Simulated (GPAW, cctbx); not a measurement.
## Bonding in TiGeW as X-rays see it

Aim: compute the bonding part of the density of TiGeW, find which reflections carry it, and see how it biases an ordinary refinement.

The start was made by putting kin elements into a known structure type; the compound need not exist, or be stable, in this form. All numbers below are calculated.

## Step 1: Find the equilibrium geometry

The density hangs on the geometry, so cell and atoms are relaxed first, with the symmetry held. The cutoff is set higher than for the density because stress converges slowly with plane waves.

Settings: GPAW 26.7.0, PBE, 570 eV, 5×5×5 k-points, Fermi–Dirac width 0.1 eV, BFGS to 0.03 eV/Å.

```text
cell
1.0
     3.751000000    0.000000000    0.000000000
     0.000000000    0.000000000   -3.765000000
    -1.875500000    7.349500000    0.000000000
W Ge Ti
2 2 2
Direct
0.894600000 0.250000000 0.789200000
0.105400000 0.750000000 0.210800000
0.557800000 0.250000000 0.115600000
0.442200000 0.750000000 0.884400000
0.252200000 0.250000000 0.504400000
0.747800000 0.750000000 0.495600000
```

```console
$ OMP_NUM_THREADS=1 mpirun -n 4 gpaw python run.py > gpaw.log
```

```text
BFGS:    0      -42.742079        2.280943
BFGS:    1      -42.912267        2.036833
BFGS:    2      -43.549203        1.224905
BFGS:    3      -44.013237        0.967802
...
BFGS:   27      -46.342937        0.054381
BFGS:   28      -46.343444        0.030896
BFGS:   29      -46.343470        0.027720
cell  3.3748 4.3963 6.5887  90.00 104.84 90.00
volume 94.492 A^3, largest force 0.010 eV/A, largest stress 0.28 GPa
```

The cell moved far, while the k-mesh and basis were chosen for the start, so the final shape may be somewhat biased.

After 29 steps the volume has changed by -9.0 % and the energy by -3.601 eV; the largest stress left is 0.28 GPa. It took 18 min on 4 cores of Arm Neoverse V1 (shared host), peak memory 1.6 GiB.

Relaxed structure: Cmcm (no. 63), a = 3.3748 Å, b = 12.7378 Å, c = 4.3963 Å, α = 90.00°, β = 90.00°, γ = 90.00°.

```csv
atom,mult.,x,y,z
W1,4,0,0.9363,3/4
Ge1,4,0,0.6009,3/4
Ti1,4,1/2,0.7644,3/4
```

## Step 2: Density and charge transfer

X-rays see the whole electron density, so the PAW density is rebuilt with its core regions. Subtracting spherical free atoms from the same code cancels the cores and leaves the deformation density Δρ, the part due to bonding.

Settings: PBE, 450 eV, 7×5×7 k-points (along the axes of the calculation cell), Fermi–Dirac width 0.1 eV; primitive cell of 6 atoms.

```console
$ OMP_NUM_THREADS=1 mpirun -n 4 gpaw python run.py > gpaw.log
```

```text
|iter:   1|       0s |  -47.466505 | +0.07 |       |
|iter:   2|       5s |  -46.921448 | -1.46 | -1.17 |
|iter:   3|      10s |  -46.508784 | -1.80 | -1.26 |
...
|iter:   9|      39s |  -46.233986c| -6.35 | -4.03c|
|iter:  10|      44s |  -46.233988c| -7.30 | -4.53c|
|iter:  11|      46s |  -46.233988c| -7.67c| -4.91c|
```

```text
gpts.py:43: UserWarning: Initial realspace grid (18,24,35) inconsistent with symmetries.
gpts.py:43: UserWarning: Initial realspace grid (18,24,35) inconsistent with symmetries.
gpts.py:43: UserWarning: Initial realspace grid (18,24,35) inconsistent with symmetries.
gpts.py:43: UserWarning: Initial realspace grid (18,24,35) inconsistent with symmetries.
gpts.py:70: UserWarning: Using symmetrized grid: (35,24,35).
gpts.py:70: UserWarning: Using symmetrized grid: (35,24,35).
gpts.py:70: UserWarning: Using symmetrized grid: (35,24,35).
gpts.py:70: UserWarning: Using symmetrized grid: (35,24,35).
grid (70, 48, 70)  electrons 256.000  moved by bonding 1.358 e
deformation density beyond 0.5 A of the nuclei: max 0.194, min -0.273 e/A^3
atom        x       y       z   Voronoi charge  moment
W 1    0.9363  0.2500  0.8725      0.051       0.00
W 2    0.0637  0.7500  0.1275      0.051       0.00
Ge3    0.6009  0.2500  0.2018     -0.006       0.00
Ge4    0.3991  0.7500  0.7982     -0.006       0.00
Ti5    0.2644  0.2500  0.5288     -0.045       0.00
Ti6    0.7356  0.7500  0.4712     -0.045       0.00
mean inner potential of superposed free atoms 28.366 V
total magnetic moment 0.000 muB
```

Deformation density in a plane through the shortest contact of the Ge atom at the origin, in 0.01 e/Å³ (clipped at ±99); x from -1.6 to 4.3 Å, y from 2.4 down to -2.4 Å:

```text
 -7  -2   0  -2   2   .   .  -5   4   5  -1 -14   .   .   5  -2
 -6  -2  -2  -5  -6   7  -6  -8   1   5   2  -6  -4  -1  -7  -3
  0  -1  -2  -3  -3   0  -2  -2   2   4   5   3   2   1   0   1
  0   0  -1  -2   0   2   2   1   1   2   3   4   4   4   4   3
 -2   1  -1  -4  -4   0   3   3   0  -3  -5   2   1   1   4   3
 -3   3  -2  -8   .  -7   0   3   0  -5 -23   .  -9  -1   3   3
  1   4  -3   .   .   .  -4   2   0   3   .   .   .   2   4   3
 -1   2  -2  -8   .  -8  -4  -1  -3  -6   1   . -20  -1   4   3
 -1   1   1  -1  -3  -3  -2  -2  -4  -5  -1   0  -7  -1   4   5
  1   1   1   4   4   1   0  -1  -2  -2   0   1  -1   1   3   4
  2  -3  -4   0  -1  -1   0   0  -2  -2   1   3   2   1   0   0
  1  -6   0   7  -9  -7   0   1  -5  -7  -5   0   3   2  -3 -10
  1   0   .   .  -2  -4   3   2  -7   .   .  -5   2   2   0   1
```

Atoms in or within 0.15 Å of the plane: Ge (0.0, 0.0), Ti (2.7, 0.0) Å. Dots mark points within about 0.45 Å of a nucleus; large values next to them are atomic features.

Ti gains most (-0.04 e) and W loses most (+0.05 e), which isn't the order of electronegativity: valence and coordination count too, and Voronoi cells cut space at the midplane whatever the atoms' sizes. Such charges fall far short of formal ones, since overlapping free atoms already put density on their neighbours. Along the shortest contact from the Ge atom at the map's origin, Ge–Ti at 2.68 Å, Δρ is +0.01 e/Å³ at the midpoint; the highest value on the line, +0.20, lies at the edge of the range, 0.5 Å from Ti, and is an atomic rather than a bond feature: little piles up between the atoms. At the midpoints of other shortest contacts it is +0.04 (W–Ge, 2.69 Å), +0.13 (W–W, 2.73 Å), +0.04 (W–Ti, 2.76 Å) and +0.02 (Ti–Ti, 2.79 Å) e/Å³. Point values carry grid noise of about 0.01 e/Å³. The run needed 11 iterations, 63 s.

## Step 3: From the density to structure factors

The Fourier components of Δρ, added to those of the free atoms, give the static X-ray structure factors; the Mott–Bethe relation turns them into the Fourier components V of the potential that fast electrons feel.

```text
static structure factors of the conventional cell: F in electrons, V (Mott-Bethe) in volts
   h  k  l      d  |F| table  |F| free   |F| DFT   change   |V| free  |V| DFT  change %
   0  2  0  6.3689   155.066   154.826   154.424   -0.402     2.774    3.170     14.2
   0  2  1  3.6180    98.698    98.526    98.732    0.206     2.442    2.377     -2.7
   1  1  0  3.2622   148.240   148.054   148.225    0.171     3.468    3.424     -1.3
   0  4  0  3.1844    32.539    32.731    32.413   -0.317     0.145    0.067    -54.0
   1  3  0  2.6419   142.658   142.537   142.713    0.176     4.997    4.967     -0.6
   1  1  1  2.6198    94.792    94.933    95.199    0.265     1.439    1.394     -3.1
   0  4  1  2.5790   169.847   169.668   169.099   -0.569     3.566    3.658      2.6
   1  3  1  2.2645   380.874   380.253   379.272   -0.981    12.638   12.760      1.0
   0  0  2  2.1981   401.383   400.676   399.387   -1.289    13.046   13.197      1.2
   0  6  0  2.1230   305.388   304.795   303.427   -1.368     9.878   10.027      1.5
   0  2  2  2.0779   136.410   136.230   136.044   -0.185     2.243    2.262      0.9
   1  5  0  2.0333    29.138    29.070    28.627   -0.442     0.532    0.577      8.3
   0  6  1  1.9117   243.716   243.162   242.389   -0.773     7.117    7.185      1.0
   1  5  1  1.8455   156.184   155.845   155.659   -0.186     2.502    2.517      0.6
```

The largest X-ray change is -1.37 e on 060, 0.4 % of |F|. For electrons V goes as (Z − F)/g², so a change of F counts against Z − F, which is small at low angle and wherever the atoms' terms cancel: |V| of 040 moves by -54.0 % (0.14 to 0.07 V) against -1.0 % in |F|. These compare absolute values; so weak a component may also change sign. The last three rows still change by up to 0.77 e; the table stops while the angles are still low. The tabulated Hartree–Fock atoms differ from the free DFT atoms by up to 0.71 e, so the choice of reference atom matters too.

## Step 4: The functional ladder

The same geometry is run with other functionals, to see whether the bonding signal is larger than the spread between approximations. Free atoms are LDA for LDA and PBE otherwise. Any other changed setting is in the row's label.

```
   run  ΔF 060 (e)  ΔF 002 (e)  ΔF 131 (e)  q(Ti) (e)  moved (e)  time
   PBE      -1.368      -1.289      -0.981     -0.045      1.358  63 s
   LDA      -1.318      -1.218      -0.913     -0.042      1.295  64 s
revPBE      -1.375      -1.300      -0.994     -0.043      1.385  64 s
```

At the base's settings ΔF(060) spans -1.375 to -1.318 e, a spread of 4 % of the PBE value; over the three listed reflections the spread is at most 8 %, so sign and size hold across the functionals. Times are from shared hosts.

## Step 5: Refining ordinary atoms against data with bonding

Routine crystallography fits spherical atoms. To see the bias, intensities are simulated from tabulated atoms plus the DFT change ΔF, so that bonding alone can misfit (3094 reflections of the full sphere, merged to the counts below, to 0.5 Å, 1 % proportional noise plus counting noise, assumed isotropic U as listed, Δρ smeared by the mean U) and refined with cctbx over different ranges.

```
                    range  data      R1  GooF  U W1 (true 0.0041)  U Ge1 (true 0.0057)  U Ti1 (true 0.0065)  largest shift (Å)  Δρ max, min (e/Å³)
                 all data   474  0.0040  0.98              0.0041               0.0057               0.0065             0.0003         0.59, -0.50
 low resolution, d > 0.84   113  0.0033  1.04              0.0041               0.0056               0.0066             0.0004         0.25, -0.24
     high order, d < 0.75   319  0.0043  0.94              0.0041               0.0057               0.0064             0.0003         0.44, -0.38
occupancies free, d > 0.7   187  0.0036  1.06              0.0041               0.0057               0.0065             0.0001         0.24, -0.33
```

With all data GooF is 0.98, so at this noise the bonding hardly shows; the top residual peak lies 1.69 Å from Ti and 1.73 Å from Ge. No U is off by more than 3 s.u. at low resolution. With W1 held at 1 and the scale free, the other occupancies refine to Ge1 1.000(0.002) and Ti1 0.997(0.003), within three s.u. of full.

## Step 6: Answer

Bonding moves 1.36 e in the primitive cell of TiGeW and changes the structure factors of the conventional cell in the table above by at most 1.37 e (060, 0.4 %), and among reflections above 2 % of the strongest by up to 1.5 % (150). The shortest bond, Ge–Ti, has Δρ = +0.01 e/Å³ at its midpoint. At the base's settings ΔF(060) spans -1.375 to -1.318 e, a spread of 4 % of the PBE value; over the three listed reflections the spread is at most 8 %, so sign and size hold across the functionals. With all data GooF is 0.98, so at this noise the bonding hardly shows. Limits: static density, frozen cores, no spin–orbit coupling.

[Outputs are excerpts: Python notices, other lines and further rows are left out; steps that failed or that the build refused (PBEsol, TPSS) are not shown.]

[Logs are printed without paths, hosts, clocks, repeated set-up lines and the standing remarks that a program may print on its own settings, such as how far it seeks lower states.]
